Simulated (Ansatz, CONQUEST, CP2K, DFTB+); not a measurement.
**DFTB+ runs on graphene zigzag nanoribbon, H-capped, B on C sites (72 atoms)**

Wanted: DFTB+ inputs and outputs for graphene zigzag nanoribbon, H-capped, B on C sites (72 atoms), checked against a plane-wave reference.

Calculated with DFTB+ 25.1; the method is named at each step.

## 1. Set-up

The cell holds 72 atoms: 57 C, 7 B and 8 H. Its edges and angles: a = 9.840 Å, b = 27.803 Å, c = 10.000 Å, α = 90.0°, β = 90.0°, γ = 90.0°. It derives from C (graphene). Graphene (a = 2.46 Å), rectangular cell with x along the zigzag direction; strip nominally 18 Å wide, 4 periods, edges capped with H, 10 Å of vacuum, 7 of 64 C replaced by B at random; not relaxed, displaced by a Gaussian of 0.02 Å. Then every atom was moved at random, 0.02 Å r.m.s. a Cartesian component (hydrogen 0.6 of that). Regions: sheet, 64 atoms (57 C and 7 B); hydrogen, 8 atoms (8 H). Vacuum lies along b and c. The structure's axis is a.

Structure file:

```xyz
72
Lattice="9.8400 0.0000 0.0000 0.0000 27.8031 0.0000 0.0000 0.0000 10.0000" Properties=species:S:1:pos:R:3
C     9.8087    6.8357    4.9900
C     1.2213    6.1214    4.9892
C     1.2108    8.9267    4.9858
C     9.8239    8.2308    5.0255
C     9.8187   11.1207    4.9978
C     1.2428   10.3981    5.0461
C     1.2131   13.1386    5.0078
B     9.8008   12.5142    4.9554
C     9.8227   15.3151    5.0119
C     1.2471   14.5916    4.9502
C     1.2606   17.4206    5.0254
C     9.8022   16.7144    4.9558
B     9.8101   19.6198    4.9848
C     1.2423   18.8377    5.0407
C     1.2549   21.7251    5.0447
C     9.8315   21.0278    5.0113
C     2.4455    6.8084    5.0127
C     3.6830    6.0800    4.9931
C     3.6608    8.9270    5.0157
C     2.4393    8.2242    4.9669
C     2.4281   11.0865    5.0089
C     3.6970   10.3722    4.9809
C     3.6815   13.2398    4.9923
C     2.4739   12.4894    5.0070
C     2.4457   15.3109    5.0280
B     3.6967   14.5897    5.0376
C     3.7521   17.4717    4.9850
B     2.4386   16.7717    5.0073
C     2.4526   19.5678    5.0360
C     3.7236   18.8655    4.9936
C     3.7484   21.7214    5.0145
B     2.4223   20.9886    4.9950
C     4.9139    6.7806    5.0449
C     6.1179    6.0394    5.0089
C     6.1957    8.9331    4.9881
C     4.9464    8.2214    4.9786
C     4.8796   11.0387    5.0153
C     6.1939   10.2985    5.0119
C     6.1070   13.1878    4.9779
B     4.9127   12.4575    4.9999
C     4.9099   15.3462    4.9456
C     6.1249   14.5769    5.0199
C     6.1486   17.5009    4.9927
C     4.9000   16.7238    5.0290
C     4.9751   19.5864    5.0326
C     6.1262   18.8255    4.9591
C     6.1550   21.7212    4.9662
B     4.9005   20.9819    5.0058
C     7.3847    6.8095    5.0176
C     8.6230    6.1309    5.0274
C     8.6504    8.9682    4.9866
C     7.4357    8.2139    5.0466
C     7.3787   11.0709    4.9463
C     8.6479   10.3269    5.0073
C     8.5762   13.1845    5.0308
C     7.3756   12.4917    5.0388
C     7.3916   15.3092    5.0245
C     8.5800   14.5641    5.0019
C     8.6040   17.4781    4.9509
C     7.3372   16.7383    5.0679
C     7.3673   19.6179    5.0437
C     8.6032   18.8983    4.9791
C     8.6174   21.7025    5.0127
C     7.3737   21.0155    4.9525
H     1.2560    5.0021    4.9947
H     1.1807   22.8380    4.9575
H     3.6792    4.9718    5.0089
H     3.6776   22.7655    4.9930
H     6.1380    4.9581    5.0216
H     6.1304   22.7710    5.0326
H     8.5833    4.9590    5.0161
H     8.5994   22.7933    5.0047
```

The yardstick, on the same geometry:

* method: Kohn-Sham DFT, PBE, PAW, plane waves (Ansatz 0.2.0); cutoff 420 eV, Γ point, fermi-dirac smearing of 0.05 eV; PAW set soft_2
* r.m.s. force component: 1.984 eV/Å
* longest force: 9.043 eV/Å
* SCF cycles: 20
* time: 11 s on 4 threads of AMD EPYC 9R45, shared host
* CPU time: 41 s

## 2. GFN1-xTB

Method: GFN1-xTB tight binding, diagonalisation.

File dftb_in.hsd:

```
Geometry = GenFormat {
  <<< geo.gen
}
Driver = {}
Hamiltonian = xTB {
  Method = "GFN1-xTB"
  SccTolerance = 1e-06
  MaxSccIterations = 300
  Mixer = Broyden { MixingParameter = 0.05 }
  Filling = Fermi { Temperature [K] = 580 }
  KPointsAndWeights = { 0.0 0.0 0.0 1.0 }
}
Analysis {
  PrintForces = Yes
  MullikenAnalysis = Yes
}
ParserOptions { ParserVersion = 14 }
```

File geo.gen:

```
72 F
C B H
1 1 0.99682 0.24586 0.49900
2 1 0.12412 0.22017 0.49892
3 1 0.12305 0.32107 0.49858
4 1 0.99836 0.29604 0.50255
5 1 0.99784 0.39998 0.49978
6 1 0.12630 0.37399 0.50461
7 1 0.12328 0.47256 0.50078
8 2 0.99602 0.45010 0.49554
9 1 0.99824 0.55084 0.50119
10 1 0.12674 0.52482 0.49502
11 1 0.12811 0.62657 0.50254
12 1 0.99616 0.60117 0.49558
13 2 0.99696 0.70567 0.49848
14 1 0.12625 0.67754 0.50407
15 1 0.12753 0.78139 0.50447
16 1 0.99914 0.75631 0.50113
17 1 0.24853 0.24488 0.50127
18 1 0.37429 0.21868 0.49931
19 1 0.37203 0.32108 0.50157
20 1 0.24790 0.29580 0.49669
21 1 0.24676 0.39875 0.50089
22 1 0.37571 0.37306 0.49809
23 1 0.37414 0.47620 0.49923
24 1 0.25141 0.44921 0.50070
25 1 0.24855 0.55069 0.50280
26 2 0.37568 0.52475 0.50376
27 1 0.38131 0.62841 0.49850
28 2 0.24783 0.60323 0.50073
29 1 0.24925 0.70380 0.50360
30 1 0.37841 0.67854 0.49936
31 1 0.38093 0.78126 0.50145
32 2 0.24617 0.75490 0.49950
33 1 0.49938 0.24388 0.50449
34 1 0.62174 0.21722 0.50089
35 1 0.62964 0.32130 0.49881
36 1 0.50268 0.29570 0.49786
37 1 0.49589 0.39703 0.50153
38 1 0.62946 0.37041 0.50119
39 1 0.62063 0.47433 0.49779
40 2 0.49926 0.44806 0.49999
41 1 0.49897 0.55196 0.49456
42 1 0.62245 0.52429 0.50199
43 1 0.62486 0.62946 0.49927
44 1 0.49797 0.60151 0.50290
45 1 0.50560 0.70447 0.50326
46 1 0.62258 0.67710 0.49591
47 1 0.62551 0.78125 0.49662
48 2 0.49802 0.75466 0.50058
49 1 0.75048 0.24492 0.50176
50 1 0.87632 0.22051 0.50274
51 1 0.87911 0.32256 0.49866
52 1 0.75566 0.29543 0.50466
53 1 0.74987 0.39819 0.49463
54 1 0.87885 0.37143 0.50073
55 1 0.87157 0.47421 0.50308
56 1 0.74955 0.44929 0.50388
[... 16 atom lines left out ...]
0.0 0.0 0.0
9.84000 0.00000 0.00000
0.00000 27.80310 0.00000
0.00000 0.00000 10.00000
```

Started as:

```console
$ OMP_NUM_THREADS=1 dftb+ > output.txt
```

What it wrote:

```text
Reading input file 'dftb_in.hsd'
Parser version: 14
--------------------------------------------------------------------------------
Processed input in HSD format written to 'dftb_pin.hsd'
Starting initialization...
--------------------------------------------------------------------------------
WARNING!
-> Dipole printed for extended system : value printed is not well defined
Mode:                        Static calculation
Self consistent charges:     Yes
SCC-tolerance:                 0.100000E-05
Max. scc iterations:                    300
Shell resolved Hubbard:      Yes
Spin polarisation:           No
Nr. of up electrons:           128.500000
Nr. of down electrons:         128.500000
Periodic boundaries:         Yes
Electronic solver:           Relatively robust
Mixer:                       Broyden mixer
Mixing parameter:                  0.050000
Nr. of chrg. vec. in memory:            300
Max. SCC-cycles:                        300
tblite library version:      0.3.0
-> parametrization:          GFN1-xTB
-> repulsion:                Yes
-> dispersion:               Yes
-> halogen bonding:          Yes
-> electrostatics:           Yes
   -> isotropic:             Yes
   -> anisotropic:           No
   -> third-order:           Yes
Electronic temperature:              0.183675E-02 H      0.499806E-01 eV
Initial charges:             Set automatically (system chrg:   0.000E+00)
Included shells:             C:  s, p
                             B:  s, p
                             H:  s, s2
K-points and weights:           1:  0.000000  0.000000  0.000000     1.000000
K-points in absolute space:     1:  0.000000  0.000000  0.000000
Extra options:
                             Mulliken analysis
                             Force calculation
Force type                   original
--------------------------------------------------------------------------------
***  Geometry step: 0
 iSCC Total electronic   Diff electronic      SCC error
    1   -0.13724767E+03    0.00000000E+00    0.12200983E+01
    2   -0.13734776E+03   -0.13724767E+03    0.11060751E+01
    3   -0.11812511E+03   -0.10008624E+00    0.13420441E+01
    4   -0.11217511E+03    0.19222645E+02    0.13933914E+01
    5   -0.12535060E+03    0.59500065E+01    0.10803003E+01
    6   -0.13690749E+03   -0.13175490E+02    0.55423306E+00
    7   -0.13538358E+03   -0.11556897E+02    0.39274608E+00
    8   -0.13663108E+03    0.15239118E+01    0.29417901E+00
    9   -0.13705134E+03   -0.12475042E+01    0.20845465E+00
   10   -0.13728341E+03   -0.42025360E+00    0.13060671E+00
   11   -0.13744504E+03   -0.23207031E+00    0.99345001E-01
   12   -0.13719193E+03   -0.16163400E+00    0.45081513E+00
   13   -0.13714161E+03    0.25311534E+00    0.50537401E+00
   14   -0.13711036E+03    0.50320694E-01    0.53366171E+00
   15   -0.13714231E+03    0.31244461E-01    0.49829395E+00
   16   -0.13747098E+03   -0.31949184E-01    0.65800053E-01
   17   -0.13738470E+03   -0.32866745E+00    0.19141496E+00
   18   -0.13745191E+03    0.86279837E-01    0.17362073E+00
   19   -0.13725594E+03   -0.67216100E-01    0.35865228E+00
>> Charges saved for restart in charges.bin
   20   -0.13744648E+03    0.19597659E+00    0.17679359E+00
   21   -0.13749503E+03   -0.19054026E+00    0.35095456E-01
   22   -0.13749431E+03   -0.48554857E-01    0.41432019E-01
   23   -0.13748683E+03    0.72729470E-03    0.66951504E-01
   24   -0.13749215E+03    0.74805255E-02    0.40246300E-01
[...]
36   -0.13749559E+03   -0.22322371E-05    0.35368954E-03
   37   -0.13749559E+03   -0.32643598E-05    0.14741475E-03
   38   -0.13749559E+03    0.59588297E-06    0.13145304E-04
   39   -0.13749558E+03    0.52477594E-06    0.23351059E-04
>> Charges saved for restart in charges.bin
   40   -0.13749558E+03    0.16999056E-06    0.18840380E-04
   41   -0.13749558E+03   -0.11505676E-08    0.23516609E-05
   42   -0.13749559E+03   -0.69202855E-07    0.13012979E-05
>> Charges saved for restart in charges.bin
   43   -0.13749559E+03   -0.94888719E-08    0.80247993E-06
Total Energy:                     -134.7211494240 H        -3665.9490 eV
Extrapolated to 0K:               -134.7249876930 H        -3666.0534 eV
Total Mermin free energy:         -134.7288259620 H        -3666.1579 eV
Force related energy:             -134.7288259620 H        -3666.1579 eV
Volume:                              0.184623E+05 au^3   0.273583E+04 A^3
Pressure:                            0.902051E-04 au     0.265393E+10 Pa
```

detailed.out:

```text
Fermi distribution function
Calculation with static geometry
********************************************************************************
 iSCC Total electronic   Diff electronic      SCC error
   43   -0.13749559E+03   -0.94888719E-08    0.80247993E-06
********************************************************************************
 Total charge:     0.00000000
 Atomic gross charges (e)
 Atom           Charge
    1       0.01130919
    2      -0.02088570
    3      -0.00694618
    4       0.00711144
    5      -0.08638496
    6       0.01361313
    7      -0.07176043
    8       0.05440905
    9       0.00445848
   10       0.03219877
   11      -0.04034849
   12       0.01774175
[...]
68       0.02502373
   69       0.04185165
   70       0.03382910
   71       0.02775723
   72       0.03195162
Fermi level:                        -0.3835769503 H          -10.4377 eV
Band energy:                      -140.7385876838 H        -3829.6918 eV
TS:                                  0.0076765380 H            0.2089 eV
Band free energy (E-TS):          -140.7462642218 H        -3829.9007 eV
Extrapolated E(0K):               -140.7424259528 H        -3829.7963 eV
Input / Output electrons (q):    257.0000000000    257.0000000000
Energy H0:                        -137.5089062777 H        -3741.8077 eV
Energy SCC:                          0.0133212701 H            0.3625 eV
Total Electronic energy:          -137.4955850075 H        -3741.4452 eV
Repulsive energy:                    2.8841390716 H           78.4814 eV
Halogen correction energy:           0.0000000000 H            0.0000 eV
Total energy:                     -134.7211494240 H        -3665.9490 eV
Extrapolated to 0:                -134.7249876930 H        -3666.0534 eV
Total Mermin free energy:         -134.7288259620 H        -3666.1579 eV
Force related energy:             -134.7288259620 H        -3666.1579 eV
Non-constrained calculation
SCC converged
Total Forces
    1      0.034081203986     -0.037958406042      0.004907911129
    2     -0.007236500194     -0.006378126483      0.001463577633
    3      0.011142836030      0.025573594659      0.007262836044
    4      0.029606398439      0.017682979377     -0.008841842606
    5      0.019186360075     -0.129560184203      0.005328160232
    6     -0.044063793704     -0.032520022397     -0.011514703213
    7      0.075070627421      0.098060550124     -0.009865867111
    8      0.022836419287     -0.016907729583      0.000822733793
    9     -0.004442909637     -0.001211959860     -0.012117927436
   10     -0.000661285107     -0.018205573021      0.017131904941
   11     -0.158095959256      0.083950230718     -0.002710047622
[...]
68      0.003704457837      0.030107386763      0.000328134211
   69      0.000304167499      0.001528595339     -0.000455766129
   70      0.007648610821      0.024791000052     -0.002674449941
   71      0.006333361305      0.043125631897      0.000452925945
   72     -0.001298816008     -0.001284329675      0.000745315757
Total stress tensor
      0.000121493316      0.000001209906     -0.000001879775
      0.000001209906      0.000150908944      0.000000269584
     -0.000001879775      0.000000269584     -0.000001786915
Total lattice derivs
     -0.120626653625     -0.001201274845      0.001866365687
     -0.000425152033     -0.053028305511     -0.000094729876
      0.001836503836     -0.000263378421      0.001745781158
Maximal derivative component:        0.158096E+00 au
Volume:                              0.184623E+05 au^3
Pressure:                            0.902051E-04 au     0.265393E+10 Pa
Warning: dipole moment is not defined absolutely!
Dipole moment:    1.55254110   -1.39173311   -0.02988618 au
Dipole moment:    3.94616618   -3.53743301   -0.07596310 Debye
```

Elapsed: 1 s, on 1 thread of AMD EPYC 9R45, shared host; peak memory 0.17 GiB.

Banners, paths, timers and routine set-up lines are dropped from the logs unmarked, and long logs keep their key lines alone; longer cuts are marked.

Against the reference:

```
r.m.s. force component                  : 1.958 eV/Å
r.m.s. difference of force components   : 326.9 meV/Å
longest difference of force vectors     : 1215 meV/Å
force difference over r.m.s. force      : 16.48 %
slope of forces against the reference's : 0.9734
correlation of force components         : 0.9863
```

Length of the force difference by element (eV/Å):

```tsv
element	atoms	mean	most
B	7	0.69	0.83
C	57	0.48	1.2
H	8	0.28	0.41
```

Local excerpt of 10 atoms (numbers count through the whole input) about C23, whose charge lies farthest from its element's mean; x, y, z are measured from there.

```tsv
atom	x	y	z	distance (Å)	bonds	Mulliken charge (e)	Fx	Fy	Fz (eV/Å)
C23	0.00	0.00	0.00	0.00	3	-0.12	-4.07	-5.49	-0.06
B26	0.02	1.35	0.05	1.35	3	0.11	0.07	2.63	-0.01
C24	-1.21	-0.75	0.01	1.42	3	0.04	0.03	0.20	-0.01
B40	1.23	-0.78	0.01	1.46	3	0.11	-1.15	-0.38	-0.06
C25	-1.24	2.07	0.04	2.41	3	-0.10	-3.87	-0.34	-0.15
C39	2.43	-0.05	-0.01	2.43	3	-0.07	5.13	2.33	0.39
C41	1.23	2.11	-0.05	2.44	3	-0.04	3.65	1.60	0.75
C7	-2.47	-0.10	0.02	2.47	3	-0.07	3.86	5.04	-0.51
C21	-1.25	-2.15	0.02	2.49	3	-0.02	2.16	-0.50	0.06
C37	1.20	-2.20	0.02	2.51	3	-0.09	2.63	-3.50	-0.13
```

Forces lie 16 % from the reference's, at 0.024 times its CPU time (on 1 against 4 cores).

## 3. What came out

| Quantity | Value |
| --- | --- |
| force difference from the reference | DFTB+ GFN1-xTB, 16 % |
| its CPU time | 0.99 s |

**Reading.** Tight binding differs by 16 % (DFTB+ GFN1-xTB); it is another model, with fitted parameters of its own, and the xTB methods hold dispersion. One electronic-structure run takes under half the reference's CPU time: DFTB+ GFN1-xTB, at 16 % in 0.99 s against 41 s. Periodic xTB results under one method name differ between programs and library versions (DFTB+ here holds tblite 0.3). The electron count is odd in Ansatz plane waves (reference), and they have no spin polarisation, so the unpaired electron is spread evenly over both spins. The runs have no spin polarisation, so any moments at edges, vacancies or dangling bonds can't form. The electron count is odd and the run has no spin polarisation, so levels at the top are partly filled by construction. The electronic-structure runs sample only Γ, in a cell whose periodic width is 10 Å, which is coarse for a cell with partly filled levels.

[Also dropped from logs without a mark: logging warnings of Python, and SIESTA's first energy breakdown and zero terms.]

[Logs are printed without paths, hosts, clocks, repeated set-up lines and the standing remarks that a program may print on its own settings, such as how far it seeks lower states.]

[Hosts, paths, dates, database ids (printed as entryN), source tags and the programs' standing remarks are cut or masked in the printed files.]
